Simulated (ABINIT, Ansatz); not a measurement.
# SnH2 (P-3m1): zone-centre phonons

Wanted: the vibrations of SnH2 (P-3m1) at Γ, by two programs.

Method: DFT LDA, scalar-relativistic, plane waves, HGH norm-conserving pseudopotentials, in ABINIT 10.8.3.

The structure was built from a prototype and need not be the compound's stable phase.

## Step 1: The starting structure

It takes space group P-3m1 (No. 164, trigonal). The conventional cell has a = 3.563 Å, b = 3.563 Å, c = 3.137 Å, α = 90.00°, β = 90.00°, γ = 120.00°. Nearest to Sn lie 6 H at 2.17 Å. Nearest to H lie 3 Sn at 2.17 Å. Farther neighbours are not listed.

## Step 2: Relaxing the cell and atoms

The harmonic expansion needs vanishing forces, and a free crystal bears no stress, so cell and atoms are brought to rest. Stress is more sensitive to the basis than forces are: the last 3 Ha under the cutoff are smoothed with ecutsm, and the cutoff is raised above that of the later runs.

The starting cell comes from a relaxation made beforehand in Ansatz (LDA, PseudoDojo NC).

File relax.abi:

```
# relaxation
ionmov 2
optcell 2
dilatmx 1.08
ntime 40
tolmxf 1.0d-05
tolvrs 1.0d-14
prtwf 0
prtden 0
chksymtnons 0

# basis, mesh and filling
ecut 43.0
ecutsm 3.0
ixc 7
ngkpt 12 12 12
nshiftk 1
shiftk 0.0 0.0 0.0
istwfk *1
occopt 7
tsmear 0.01
nband 8
nstep 100
diemac 1000000.0
prtebands 0
prtgsr 0

# cell and atoms
acell 3*1.0 Angstrom
rprim 
    3.563219277 0.0 0.0
    -1.781609639 3.085838413 0.0
    0.0 0.0 3.137027693
ntypat 2
znucl 50 1
natom 3
typat 1 2 2
xred 
    0.0 0.0 0.0
    1/3 2/3 0.2200095988
    2/3 1/3 0.7799904012
pp_dirpath "./pseudo"
pseudos "Sn.hgh, H.hgh"
```

Launch:

```console
OMP_NUM_THREADS=1 mpirun -n 4 abinit relax.abi > relax.log
```

Numbers of over 12 decimals in the logs are rounded to 6 here.

relax.abo, the main output file:

```text
[banners, grids, parts of the stress and lines that vanish by symmetry left out]
- input  file    -> relax.abi
- output file    -> relax.abo
- root for input  files -> relaxi
[...]
Symmetries : space group P-3 m 1 (#164); Bravais hP (primitive hexag.)
[...]
mpw =        3979          nfft =       81000          nkpt =         193
[...]
== DATASET  1 ==================================================================
[...]
cutoff_energies: {ecut:  43.0, pawecutdg:  -1.0, }
[...]
Exchange-correlation functional for the present dataset will be:
  LDA: Perdew-Wang 92 LSD fit to Ceperley-Alder data - ixc=7
[...]
ETOT  1  -4.657449    -4.657E+00 4.860E-02 2.154E+01
 ETOT  2  -4.668929    -1.148E-02 2.025E-03 7.420E-01
 ETOT  3  -4.668964    -3.418E-05 4.921E-04 1.678E-02
 ETOT  4  -4.668965    -1.242E-06 6.998E-04 1.535E-03
 ETOT  5  -4.668965    -8.522E-08 2.599E-04 6.147E-06
[...]
At SCF step   10       vres2   =  1.16E-16 < tolvrs=  1.00E-14 =>converged.
[...]
sigma(1 1)=  7.88813795E-06  sigma(3 2)=  0.00000000E+00
  sigma(2 2)=  7.88813820E-06  sigma(3 1)=  0.00000000E+00
  sigma(3 3)=  5.91889760E-06  sigma(2 1)=  4.54832157E-13
[...]
convergence: {deltae: -2.487E-14, res2:  1.156E-16, residm:  2.801E-05, diffor: null, }
etotal    :  -4.66896496E+00
[...]
ETOT  1  -4.668966    -4.669E+00 4.306E-02 6.986E-04
[...]
At SCF step    7       vres2   =  9.04E-16 < tolvrs=  1.00E-14 =>converged.
[...]
sigma(1 1)=  6.03467415E-06  sigma(3 2)=  0.00000000E+00
  sigma(2 2)=  6.03467440E-06  sigma(3 1)=  0.00000000E+00
  sigma(3 3)=  5.07513767E-06  sigma(2 1)=  4.55122901E-13
[...]
convergence: {deltae: -1.057E-13, res2:  9.042E-16, residm:  1.048E-05, diffor: null, }
etotal    :  -4.66896603E+00
[...]
ETOT  1  -4.668967    -4.669E+00 2.739E-01 1.001E-02
[...]
At SCF step    8       vres2   =  3.43E-17 < tolvrs=  1.00E-14 =>converged.
[...]
sigma(1 1)= -1.06494833E-06  sigma(3 2)=  0.00000000E+00
  sigma(2 2)= -1.06494808E-06  sigma(3 1)=  0.00000000E+00
  sigma(3 3)=  1.72139094E-06  sigma(2 1)=  4.56263107E-13
[...]
convergence: {deltae: -4.174E-14, res2:  3.429E-17, residm:  6.763E-06, diffor: null, }
etotal    :  -4.66896791E+00
[...]
ETOT  1  -4.668968    -4.669E+00 5.927E-06 1.601E-06
[...]
At SCF step    6       vres2   =  8.73E-15 < tolvrs=  1.00E-14 =>converged.
[...]
sigma(1 1)= -1.10481432E-06  sigma(3 2)=  0.00000000E+00
  sigma(2 2)= -1.10481408E-06  sigma(3 1)=  0.00000000E+00
  sigma(3 3)=  1.58275730E-06  sigma(2 1)=  4.56303014E-13
[...]
convergence: {deltae: -3.908E-14, res2:  8.727E-15, residm:  3.606E-06, diffor: null, }
etotal    :  -4.66896797E+00
[...]
ETOT  1  -4.668969    -4.669E+00 2.543E-01 1.476E-03
[...]
sigma(1 1)= -3.04307993E-07  sigma(3 2)=  0.00000000E+00
  sigma(2 2)= -3.04307743E-07  sigma(3 1)=  0.00000000E+00
[...]
convergence: {deltae:  7.017E-14, res2:  1.832E-17, residm:  1.369E-06, diffor: null, }
etotal    :  -4.66896870E+00
[...]
ETOT  1  -4.668969    -4.669E+00 1.065E-05 2.703E-05
[...]
convergence: {deltae: -5.507E-14, res2:  2.410E-15, residm:  4.901E-07, diffor: null, }
etotal    :  -4.66896872E+00
[...]
ETOT  1  -4.668969    -4.669E+00 4.125E-07 8.577E-05
[...]
convergence: {deltae: -6.217E-15, res2:  4.098E-16, residm:  3.686E-08, diffor: null, }
etotal    :  -4.66896876E+00
[...]
ETOT  1  -4.668969    -4.669E+00 1.303E-07 1.821E-04
[...]
convergence: {deltae:  2.753E-14, res2:  7.423E-16, residm:  4.954E-08, diffor: null, }
etotal    :  -4.66896882E+00
[...]
ETOT  1  -4.668969    -4.669E+00 1.018E-07 5.565E-04
[...]
convergence: {deltae: -3.553E-15, res2:  2.313E-15, residm:  4.531E-09, diffor: null, }
etotal    :  -4.66896889E+00
[...]
ETOT  1  -4.668969    -4.669E+00 3.017E-06 3.193E-04
[...]
At SCF step    7       vres2   =  1.10E-15 < tolvrs=  1.00E-14 =>converged.
[...]
sigma(2 2)=  4.02628025E-07  sigma(3 1)=  0.00000000E+00
  sigma(3 3)=  5.48721972E-08  sigma(2 1)=  4.56502206E-13
[...]
convergence: {deltae: -1.013E-13, res2:  1.103E-15, residm:  2.070E-09, diffor: null, }
etotal    :  -4.66896892E+00
[...]
ETOT  1  -4.668969    -4.669E+00 2.330E-04 3.535E-05
[...]
ETOT  5  -4.668969    -4.086E-14 1.505E-09 1.035E-12
 ETOT  6  -4.668969    -3.286E-14 1.294E-09 6.174E-15
 At SCF step    6       vres2   =  6.17E-15 < tolvrs=  1.00E-14 =>converged.
[...]
sigma(1 1)=  6.46439641E-08  sigma(3 2)=  0.00000000E+00
  sigma(2 2)=  6.46442132E-08  sigma(3 1)=  0.00000000E+00
  sigma(3 3)=  3.18090321E-08  sigma(2 1)=  4.56513757E-13
[...]
convergence: {deltae: -3.286E-14, res2:  6.174E-15, residm:  1.294E-09, diffor: null, }
etotal    :  -4.66896893E+00
[...]
At Broyd/MD step  11, gradients are converged :
[...]
sigma(1 1)=  6.46439641E-08  sigma(3 2)=  0.00000000E+00
  sigma(2 2)=  6.46442132E-08  sigma(3 1)=  0.00000000E+00
  sigma(3 3)=  3.18090321E-08  sigma(2 1)=  4.56513757E-13
[...]
- sigma(1 1)=  1.90189109E-03  sigma(3 2)=  0.00000000E+00
- sigma(2 2)=  1.90189842E-03  sigma(3 1)=  0.00000000E+00
- sigma(3 3)=  9.35854035E-04  sigma(2 1)=  1.34310984E-08
[...]
fcart     -0.0000000000E+00 -0.0000000000E+00 -0.0000000000E+00
           strten      6.4643964095E-08  6.4644213208E-08  3.1809032098E-08
================================================================================

[key lines of the parts left out:]
pressure_GPa:  -1.5799E-03
Total energy (etotal) [Ha]= -4.66896892899986E+00
```

The job ended after 4.6 min (4 MPI ranks of Intel Xeon Platinum 8488C (Sapphire Rapids), shared host).

The steps of the relaxation:

| step | energy less that of the first step (eV) | largest force (eV/Å) | volume (Å³) |
| --- | --- | --- | --- |
| 1 | 0.0000 | 0.0107 | 34.49 |
| 2 | 0.0000 | 0.0096 | 34.47 |
| 3 | -0.0001 | 0.0052 | 34.38 |
| 4 | -0.0001 | 0.0051 | 34.38 |
| 5 | -0.0001 | 0.0032 | 34.36 |
| 6 | -0.0001 | 0.0032 | 34.36 |
| 7 | -0.0001 | 0.0030 | 34.37 |
| 8 | -0.0001 | 0.0023 | 34.38 |
| 9 | -0.0001 | 0.0010 | 34.38 |
| 10 | -0.0001 | 0.0001 | 34.38 |
| 11 | -0.0001 | 0.0001 | 34.38 |

| conventional cell, symmetrised | before | after | change |
| --- | --- | --- | --- |
| a (Å) | 3.563 | 3.561 | -0.1 % |
| b (Å) | 3.563 | 3.561 | -0.1 % |
| c (Å) | 3.137 | 3.130 | -0.2 % |
| volume (Å³/atom) | 11.50 | 11.46 | -0.3 % |

The relaxed structure:

```xyz
3
Lattice="3.5614 0.0000 0.0000 -1.7807 3.0843 0.0000 0.0000 0.0000 3.1300" Properties=species:S:1:pos:R:3 pbc="T T T"
Sn    0.0000    0.0000    0.0000
H     0.0000    2.0562    0.6848
H     1.7807    1.0281    2.4452
```

Read from the output:

| Quantity | Value |
| --- | --- |
| volume per atom | 11.46 Å³ |
| pressure | -0.001580 GPa |
| gap on the k-mesh | 0 eV |

The volume changes by -0.3 % from the cell with which this run began.

## Step 3: Self-consistent run for the response

First-order wavefunctions inherit every error of the ground state, hence the very tight tolvrs. Occupations are smeared.

File gs.abi:

```
# ground state
tolvrs 1.0d-16
prtden 1
prtwf 1

# basis, mesh and filling
ecut 35.0
ixc 7
ngkpt 12 12 12
nshiftk 1
shiftk 0.0 0.0 0.0
istwfk *1
occopt 7
tsmear 0.01
nband 8
nstep 100
diemac 1000000.0
prtebands 0
prtgsr 0

# cell and atoms
acell 3*1.0 Angstrom
rprim 
    3.561418869 0.0 0.0
    -1.780709435 3.084279214 0.0
    0.0 0.0 3.130040431
ntypat 2
znucl 50 1
natom 3
typat 1 2 2
xred 
    0.0 0.0 0.0
    1/3 2/3 0.2187948148
    2/3 1/3 0.7812051853
pp_dirpath "./pseudo"
pseudos "Sn.hgh, H.hgh"
```

Launch:

```console
OMP_NUM_THREADS=1 mpirun -n 4 abinit gs.abi > gs.log
```

gs.abo, the main output file:

```text
[banners, grids, parts of the stress and lines that vanish by symmetry left out]
- input  file    -> gs.abi
- output file    -> gs.abo
- root for input  files -> gsi
[...]
Symmetries : space group P-3 m 1 (#164); Bravais hP (primitive hexag.)
[...]
mpw =        2314          nfft =       41472          nkpt =         193
[...]
== DATASET  1 ==================================================================
[...]
cutoff_energies: {ecut:  35.0, pawecutdg:  -1.0, }
[...]
Exchange-correlation functional for the present dataset will be:
  LDA: Perdew-Wang 92 LSD fit to Ceperley-Alder data - ixc=7
[...]
ETOT  1  -4.659977    -4.660E+00 5.516E-02 1.096E+01
 ETOT  2  -4.667938    -7.961E-03 4.751E-03 3.378E-01
 ETOT  3  -4.667968    -2.981E-05 6.375E-04 7.490E-03
 ETOT  4  -4.667969    -1.107E-06 4.958E-04 7.053E-04
 ETOT  5  -4.667969    -7.501E-08 6.838E-05 2.121E-06
[...]
ETOT  9  -4.667969    -4.707E-14 1.367E-05 6.059E-15
 ETOT 10  -4.667969    -4.441E-15 1.862E-05 3.967E-17
 At SCF step   10       vres2   =  3.97E-17 < tolvrs=  1.00E-16 =>converged.
[...]
sigma(1 1)=  1.81282140E-05  sigma(3 2)=  0.00000000E+00
  sigma(2 2)=  1.81282142E-05  sigma(3 1)=  0.00000000E+00
  sigma(3 3)=  1.88254500E-05  sigma(2 1)=  4.59672277E-13
[...]
convergence: {deltae: -4.441E-15, res2:  3.967E-17, residm:  1.862E-05, diffor: null, }
etotal    :  -4.66796909E+00
[...]
sigma(1 1)=  1.81282140E-05  sigma(3 2)=  0.00000000E+00
  sigma(2 2)=  1.81282142E-05  sigma(3 1)=  0.00000000E+00
  sigma(3 3)=  1.88254500E-05  sigma(2 1)=  4.59672277E-13
[...]
- sigma(1 1)=  5.33350471E-01  sigma(3 2)=  0.00000000E+00
- sigma(2 2)=  5.33350474E-01  sigma(3 1)=  0.00000000E+00
- sigma(3 3)=  5.53863861E-01  sigma(2 1)=  1.35240253E-08
[...]
fcart     -2.1338109566E-28 -3.6958689910E-28 -0.0000000000E+00
           strten      1.8128214028E-05  1.8128214159E-05  1.8825449985E-05
================================================================================

[key lines of the parts left out:]
pressure_GPa:  -5.4019E-01
```

It took 18 s on 4 MPI ranks.

Numbers from this step:

```yaml
pressure: -0.5402 GPa
```

The cell stands at -0.54 GPa: the relaxation ran with a smoothed and higher cutoff, and the difference is a stress of the finite basis.

(Part 1 of 3 ends here.)

[Host names and launcher messages were left out of these logs when they were recorded.]

[Logs are printed without paths, hosts, clocks, repeated set-up lines and the standing remarks that a program may print on its own settings, such as how far it seeks lower states.]

[Hosts, paths, dates, database ids (printed as entryN), source tags and the programs' standing remarks are cut or masked in the printed files.]
